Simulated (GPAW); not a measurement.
**Settings that the conductance of a Ag chain with one Au atom in line needs**

Aim: the cheapest settings that leave the conductance of a Ag chain with one Au atom in line unchanged.

Method: GPAW LCAO, PAW setups; Landauer transmission from Green's functions with principal layers (ASE), zero bias, in GPAW 26.7.0.

Report form: the programs' logs are mostly left out.

### Step 1. Starting point

The cell holds 13 atoms: 12 Ag and 1 Au. Cell: a = 9.000 Å, b = 9.000 Å, c = 34.410 Å, α = 90.0°, β = 90.0°, γ = 90.0°. Regions: left lead, 6 atoms (6 Ag); channel, 1 atom (1 Au); right lead, 6 atoms (6 Ag). Vacuum lies along a and b. The structure is stacked along c, and the current runs across the ab planes.

### Step 2. The reference run

All settings start at ordinary values; they are then varied in turn, with meshes following the cell where its length changes.

run.py reads:

```python
import json
import numpy as np
from ase import Atoms
from ase.transport.calculators import TransportCalculator
from gpaw import GPAW, FermiDirac
from gpaw.lcao.tools import get_lcao_hamiltonian
from scipy.linalg import eigh

# The junction with lead layers at both ends, along the third cell vector
device = Atoms(
    ['Ag', 'Ag', 'Ag', 'Ag', 'Ag', 'Ag', 'Au', 'Ag', 'Ag', 'Ag', 'Ag', 'Ag', 'Ag'],
    positions=[
        [4.50000, 4.50000, 1.33000],
        [4.50000, 4.50000, 3.99000],
        [4.50000, 4.50000, 6.65000],
        [4.50000, 4.50000, 9.31000],
        [4.50000, 4.50000, 11.97000],
        [4.50000, 4.50000, 14.63000],
        [4.50000, 4.50000, 17.20510],
        [4.50000, 4.50000, 19.78020],
        [4.50000, 4.50000, 22.44020],
        [4.50000, 4.50000, 25.10020],
        [4.50000, 4.50000, 27.76020],
        [4.50000, 4.50000, 30.42020],
        [4.50000, 4.50000, 33.08020]],
    cell=[[9.0, 0.0, 0.0], [0.0, 9.0, 0.0], [0.0, 0.0, 34.4102]],
    pbc=True)

# One principal layer of the lead: the first 4 atoms of the device
lead = Atoms(
    ['Ag', 'Ag', 'Ag', 'Ag'],
    positions=[
        [4.50000, 4.50000, 1.33000],
        [4.50000, 4.50000, 3.99000],
        [4.50000, 4.50000, 6.65000],
        [4.50000, 4.50000, 9.31000]],
    cell=[[9.0, 0.0, 0.0], [0.0, 9.0, 0.0], [0.0, 0.0, 10.64]],
    pbc=True)

settings = dict(mode='lcao', basis='szp(dzp)', xc='LDA', h=0.2,
                occupations=FermiDirac(0.1), maxiter=250,
                mixer=dict(beta=0.1, nmaxold=8, weight=100.0),
                convergence=dict(density=0.0001))
energies = np.arange(-2, 2 + 1e-9, 0.05)
eta = 0.0001
n1, n2 = 1, 1
# k and -k transmit alike, so half of the mesh across the current serves
mesh = [(i, j) for i in range(n1) for j in range(n2) if (i, j) <= (-i % n1, -j % n2)]
weights = np.array([1 if (i, j) == (-i % n1, -j % n2) else 2 for i, j in mesh]) / (n1 * n2)

# [... helper functions left out ...]
fermi_lead = ground_state(lead, (1, 1, 11), 'lead.txt')
fermi_device = ground_state(device, (1, 1, 3), 'device.txt')
# [... loop over the mesh left out, but for ...]
        # Shift the lead onto the potential of the device's first layer
        shift = ((H[:, 0, 0] - H0[:, 0, 0]) / S0[0, 0]).real.mean()
# [...]
kT = 8.617333e-5 * 300
bias = [0.1, 0.2, 0.5, 1.0, 1.5, 2.0]
# [... integrals and printing left out ...]
```

Started as:

```sh
$ OMP_NUM_THREADS=1 OPENBLAS_NUM_THREADS=1 python run.py
```

Elapsed: 35 s, on 1 thread of Arm Neoverse V2, shared host; peak memory 1.2 GiB.

This step gave:

```yaml
conductance: 0.8485 G₀
largest_coupling_past_the_next_principal_layer: 3.40e-5 eV
largest_misfit_of_the_first_principal_layer: 0.06188 eV
shift_that_aligns_the_lead: 0.001587 eV
basis_functions_of_the_junction: 189
basis_functions_of_a_principal_layer: 60
transmission_at_the_fermi_level_one_spin: 0.8495
```

One spin. Transmission, zone mean against energy, zero at the Fermi level:

```
energy (eV)  transmission, zone mean
      -2.00                     2.19
      -1.85                     2.09
      -1.70                     1.80
      -1.60                     1.41
      -1.45                    0.442
      -1.30                  7.6e-10
      -1.15                   5.1e-9
      -1.05                   2.3e-9
      -0.90                    0.141
      -0.85                    0.161
      -0.75                  0.00561
      -0.70                    0.983
      -0.60                    0.660
      -0.50                    0.666
      -0.35                    0.743
      -0.20                    0.810
      -0.05                    0.844
       0.00                    0.850
       0.05                    0.853
       0.20                    0.857
       0.35                    0.858
       0.50                    0.862
       0.60                    0.866
       0.75                    0.875
       0.90                    0.887
       1.05                    0.899
       1.15                    0.907
       1.30                    0.917
       1.45                    0.926
       1.60                    0.934
       1.70                    0.938
       1.85                    0.943
       2.00                    0.947
```

Not self-consistent under bias; the bias window is split evenly. The current through one cell, from the zero-bias transmission by bias:

```
bias (V)  current through one cell, from the zero-bias transmission (μA)
   0.100                                                            6.57
   0.200                                                            13.1
   0.500                                                            32.5
   1.000                                                            63.3
   1.500                                                            91.7
   2.000                                                             111
```

Couplings past the next layer reach 3.4e-5 eV, small enough to drop; the matrix elements of the cell's first layer differ from the bulk lead's by up to 0.062 eV. That layer keeps its own values in the calculation, and only beyond it is the lead taken as perfect. The Fermi levels of lead and junction count from different zeros of potential, one for each periodic cell; with both set to zero, the small remaining shift is what aligns them. Without spin-orbit coupling, which is large for these atoms, channel counts and T are those of the scalar-relativistic bands. By hand: G = 0.8485 × 77.48 μS = 65.7 μS, a resistance of 15.2 kΩ; at 0.1 V a linear junction would pass 6.57 μA, and the integral over the bias window gives 6.57 μA.

### Step 3. Varying the smearing: width = 0.01

Smearing helps the SCF of a metal converge, but it blurs occupations at band edges near the Fermi level.

run.py, as its differences from that of step 2:

```diff
@@ -40,3 +40,3 @@
 settings = dict(mode='lcao', basis='szp(dzp)', xc='LDA', h=0.2,
-                occupations=FermiDirac(0.1), maxiter=250,
+                occupations=FermiDirac(0.01), maxiter=250,
                 mixer=dict(beta=0.1, nmaxold=8, weight=100.0),
```

The job ended after 34 s (1 thread; peak memory 1.2 GiB).

This step gave:

```yaml
conductance: 0.8486 G₀
largest_misfit_of_the_first_principal_layer: 0.06351 eV
shift_that_aligns_the_lead: -0.04312 eV
```

One spin. Table of transmission, zone mean by energy, zero at the Fermi level:

energy (eV), transmission, zone mean and a bar from the least value:
```
   -2.000       2.21 ##############################
   -1.800       1.97 ###########################
   -1.600       1.23 #################
   -1.400       0.00 
   -1.200       0.00 
   -1.000       0.08 #
   -0.800       0.09 #
   -0.700       0.87 ############
   -0.600       0.66 #########
   -0.400       0.73 ##########
   -0.200       0.82 ###########
    0.000       0.85 ############
    0.200       0.85 ############
    0.400       0.86 ############
    0.600       0.87 ############
    0.800       0.88 ############
    1.000       0.90 ############
    1.200       0.91 ############
    1.400       0.92 #############
    1.600       0.93 #############
    1.800       0.94 #############
    2.000       0.95 #############
```

Not self-consistent under bias; the bias window is split evenly. Current through one cell, from the zero-bias transmission against bias:

```
bias (V)  current through one cell, from the zero-bias transmission (μA)
   0.100                                                            6.57
   0.200                                                            13.1
   0.500                                                            32.6
   1.000                                                            63.5
   1.500                                                            92.5
   2.000                                                             113
```

The conductance equals that of the base run to 0.2 %.

### Step 4. Smearing: width = 0.03

run.py, as its differences from that of step 3:

```diff
@@ -40,3 +40,3 @@
 settings = dict(mode='lcao', basis='szp(dzp)', xc='LDA', h=0.2,
-                occupations=FermiDirac(0.01), maxiter=250,
+                occupations=FermiDirac(0.03), maxiter=250,
                 mixer=dict(beta=0.1, nmaxold=8, weight=100.0),
```

The job ended after 34 s (1 thread; peak memory 1.2 GiB).

Numbers from this step:

- conductance: 0.8474 G₀
- largest misfit of the first principal layer: 0.06491 eV
- shift that aligns the lead: -0.02213 eV
- transmission at the Fermi level (one spin): 0.8485

One spin. Transmission, zone mean against energy, zero at the Fermi level:

energy (eV), transmission, zone mean and a bar:
```
    -2.00       2.23 ##############################
    -1.85       2.08 ############################
    -1.70       1.78 ########################
    -1.60       1.37 ##################
    -1.45       0.42 ######
    -1.30       0.00 
    -1.15       0.00 
    -1.05       0.00 
    -0.90       0.15 ##
    -0.85       0.17 ##
    -0.75       0.01 
    -0.70       0.99 #############
    -0.60       0.67 #########
    -0.50       0.67 #########
    -0.35       0.74 ##########
    -0.20       0.81 ###########
    -0.05       0.84 ###########
     0.00       0.85 ###########
     0.05       0.85 ###########
     0.20       0.85 ###########
     0.35       0.85 ###########
     0.50       0.86 ############
     0.60       0.86 ############
     0.75       0.87 ############
     0.90       0.89 ############
     1.05       0.90 ############
     1.15       0.91 ############
     1.30       0.92 ############
     1.45       0.93 ############
     1.60       0.93 #############
     1.70       0.94 #############
     1.85       0.94 #############
     2.00       0.95 #############
```

Not self-consistent under bias; the bias window is split evenly. Current through one cell, from the zero-bias transmission against bias:

```
bias (V)  current through one cell, from the zero-bias transmission (μA)
   0.100                                                            6.56
   0.200                                                            13.1
   0.500                                                            32.5
   1.000                                                            63.2
   1.500                                                            91.7
   2.000                                                             111
```

The conductance equals that of the base run to 0.2 %.

### Step 5. Varying the smearing: width = 0.2

run.py, as its differences from that of step 4:

```diff
@@ -40,3 +40,3 @@
 settings = dict(mode='lcao', basis='szp(dzp)', xc='LDA', h=0.2,
-                occupations=FermiDirac(0.03), maxiter=250,
+                occupations=FermiDirac(0.2), maxiter=250,
                 mixer=dict(beta=0.1, nmaxold=8, weight=100.0),
```

Run time: 37 s. Hardware: 1 thread; peak memory 1.2 GiB.

One spin. Table of transmission, zone mean by energy, zero at the Fermi level:

```
energy (eV)  transmission, zone mean
      -2.00                     2.18
      -1.90                     2.08
      -1.80                     1.87
      -1.70                     1.51
      -1.55                    0.500
      -1.45                    0.245
      -1.35                  7.1e-10
      -1.25                   4.2e-8
      -1.15                   1.0e-9
      -1.05                   0.0284
      -0.90                    0.978
      -0.80                    0.478
      -0.70                    0.526
      -0.60                    0.592
      -0.50                    0.657
      -0.40                    0.713
      -0.25                    0.776
      -0.15                    0.804
      -0.05                    0.823
       0.00                    0.830
       0.05                    0.836
       0.15                    0.846
       0.25                    0.853
       0.40                    0.862
       0.50                    0.869
       0.60                    0.875
       0.70                    0.882
       0.80                    0.889
       0.90                    0.896
       1.05                    0.907
       1.15                    0.913
       1.25                    0.920
       1.35                    0.926
       1.45                    0.931
       1.55                    0.936
       1.70                    0.942
       1.80                    0.945
       1.90                    0.948
       2.00                    0.950
```

The conductance, 0.830 G₀, lies 2.2 % below that of the base run.

### Step 6. Varying the smearing: width = 0.4

run.py, as its differences from that of step 5:

```diff
@@ -40,3 +40,3 @@
 settings = dict(mode='lcao', basis='szp(dzp)', xc='LDA', h=0.2,
-                occupations=FermiDirac(0.2), maxiter=250,
+                occupations=FermiDirac(0.4), maxiter=250,
                 mixer=dict(beta=0.1, nmaxold=8, weight=100.0),
```

Wall time 38 s (1 thread); peak memory 1.2 GiB.

One spin. Table of transmission, zone mean by energy, zero at the Fermi level:

energy (eV), transmission, zone mean and a bar:
```
    -2.00       1.52 ##############################
    -1.90       1.02 ####################
    -1.80       0.40 ########
    -1.70       0.08 ##
    -1.55       0.00 
    -1.45       0.00 
    -1.35       0.00 
    -1.25       0.02 
    -1.15       0.19 ####
    -1.05       0.32 ######
    -0.90       0.47 #########
    -0.80       0.55 ###########
    -0.70       0.61 ############
    -0.60       0.67 #############
    -0.50       0.71 ##############
    -0.40       0.75 ###############
    -0.25       0.79 ################
    -0.15       0.81 ################
    -0.05       0.83 ################
     0.00       0.84 #################
     0.05       0.84 #################
     0.15       0.86 #################
     0.25       0.87 #################
     0.40       0.88 #################
     0.50       0.89 ##################
     0.60       0.90 ##################
     0.70       0.91 ##################
     0.80       0.91 ##################
     0.90       0.92 ##################
     1.05       0.93 ##################
     1.15       0.93 ##################
     1.25       0.94 ##################
     1.35       0.94 ###################
     1.45       0.94 ###################
     1.55       0.95 ###################
     1.70       0.95 ###################
     1.80       0.96 ###################
     1.90       0.96 ###################
     2.00       0.96 ###################
```

The conductance, 0.836 G₀, lies 1.4 % below that of the base run.

### Step 7. Convergence in the smearing

The runs and the base run on one axis.

This step: convergence of the conductance (GPAW 26.7.0).

The conductance by smearing:

```
smearing (eV)  conductance (G₀)
        0.010             0.849
        0.030             0.847
        0.100             0.849
        0.200             0.830
        0.400             0.836
```

### Step 8. Varying the energy step: de = 0.2

The thermal integrals interpolate T(E), so the step must resolve what lies within a few kT of the Fermi level.

This step: GPAW LCAO, PAW setups; Landauer transmission from Green's functions with principal layers (ASE), zero bias (GPAW 26.7.0).

run.py, as its differences from that of step 6:

```diff
@@ -40,6 +40,6 @@
 settings = dict(mode='lcao', basis='szp(dzp)', xc='LDA', h=0.2,
-                occupations=FermiDirac(0.4), maxiter=250,
+                occupations=FermiDirac(0.1), maxiter=250,
                 mixer=dict(beta=0.1, nmaxold=8, weight=100.0),
                 convergence=dict(density=0.0001))
-energies = np.arange(-2, 2 + 1e-9, 0.05)
+energies = np.arange(-2, 2 + 1e-9, 0.2)
 eta = 0.0001
```

Elapsed: 35 s, on 1 thread; peak memory 1.2 GiB.

This step gave:

- conductance: 0.8466 G₀
- largest coupling past the next principal layer: 3.40e-5 eV
- largest misfit of the first principal layer: 0.06188 eV
- shift that aligns the lead: 0.001587 eV
- transmission at the Fermi level (one spin): 0.8495

One spin. Table of transmission, zone mean by energy, zero at the Fermi level:

```
energy (eV)  transmission, zone mean
      -2.00                     2.19
      -1.80                     2.02
      -1.60                     1.41
      -1.40                    0.268
      -1.20                  3.7e-10
      -1.00                   0.0419
      -0.80                    0.135
      -0.60                    0.660
      -0.40                    0.715
      -0.20                    0.810
       0.00                    0.850
       0.20                    0.857
       0.40                    0.859
       0.60                    0.866
       0.80                    0.879
       1.00                    0.895
       1.20                    0.910
       1.40                    0.923
       1.60                    0.934
       1.80                    0.941
       2.00                    0.947
```

Not self-consistent under bias; the bias window is split evenly. Current through one cell, from the zero-bias transmission against bias:

```
bias (V)  current through one cell, from the zero-bias transmission (μA)
   0.100                                                            6.55
   0.200                                                            13.1
   0.500                                                            32.5
   1.000                                                            63.3
   1.500                                                            89.7
   2.000                                                             109
```

The conductance, 0.847 G₀, lies 0.2 % below that of the base run.

### Step 9. Energy step: de = 0.1

run.py, as its differences from that of step 8:

```diff
@@ -43,3 +43,3 @@
                 convergence=dict(density=0.0001))
-energies = np.arange(-2, 2 + 1e-9, 0.2)
+energies = np.arange(-2, 2 + 1e-9, 0.1)
 eta = 0.0001
```

Elapsed: 34 s, on 1 thread; peak memory 1.2 GiB.

This step gave:

- conductance: 0.8480 G₀

One spin. The transmission, zone mean by energy, zero at the Fermi level:

```
energy (eV)  transmission, zone mean
      -2.00                     2.19
      -1.90                     2.14
      -1.70                     1.80
      -1.60                     1.41
      -1.40                    0.268
      -1.30                  7.6e-10
      -1.20                  3.7e-10
      -1.00                   0.0419
      -0.90                    0.141
      -0.80                    0.135
      -0.70                    0.983
      -0.60                    0.660
      -0.50                    0.666
      -0.30                    0.769
      -0.20                    0.810
      -0.10                    0.836
       0.00                    0.850
       0.10                    0.855
       0.20                    0.857
       0.30                    0.858
       0.50                    0.862
       0.60                    0.866
       0.80                    0.879
       0.90                    0.887
       1.00                    0.895
       1.20                    0.910
       1.30                    0.917
       1.40                    0.923
       1.60                    0.934
       1.70                    0.938
       1.90                    0.944
       2.00                    0.947
```

Not self-consistent under bias; the bias window is split evenly. Current through one cell, from the zero-bias transmission against bias:

```
bias (V)  current through one cell, from the zero-bias transmission (μA)
   0.100                                                            6.57
   0.200                                                            13.1
   0.500                                                            32.5
   1.000                                                            63.3
   1.500                                                            93.4
   2.000                                                             114
```

The conductance equals that of the base run to 0.2 %.

### Step 10. Varying the energy step: de = 0.025

run.py, as its differences from that of step 9:

```diff
@@ -43,3 +43,3 @@
                 convergence=dict(density=0.0001))
-energies = np.arange(-2, 2 + 1e-9, 0.1)
+energies = np.arange(-2, 2 + 1e-9, 0.025)
 eta = 0.0001
```

It took 38 s on 1 thread; peak memory 1.2 GiB.

The conductance equals that of the base run to 0.2 %.

[end of part 1 of 3]

[Logs are printed without paths, hosts, clocks, repeated set-up lines and the standing remarks that a program may print on its own settings, such as how far it seeks lower states.]

[Hosts, paths, dates, database ids (printed as entryN), source tags and the programs' standing remarks are cut or masked in the printed files.]
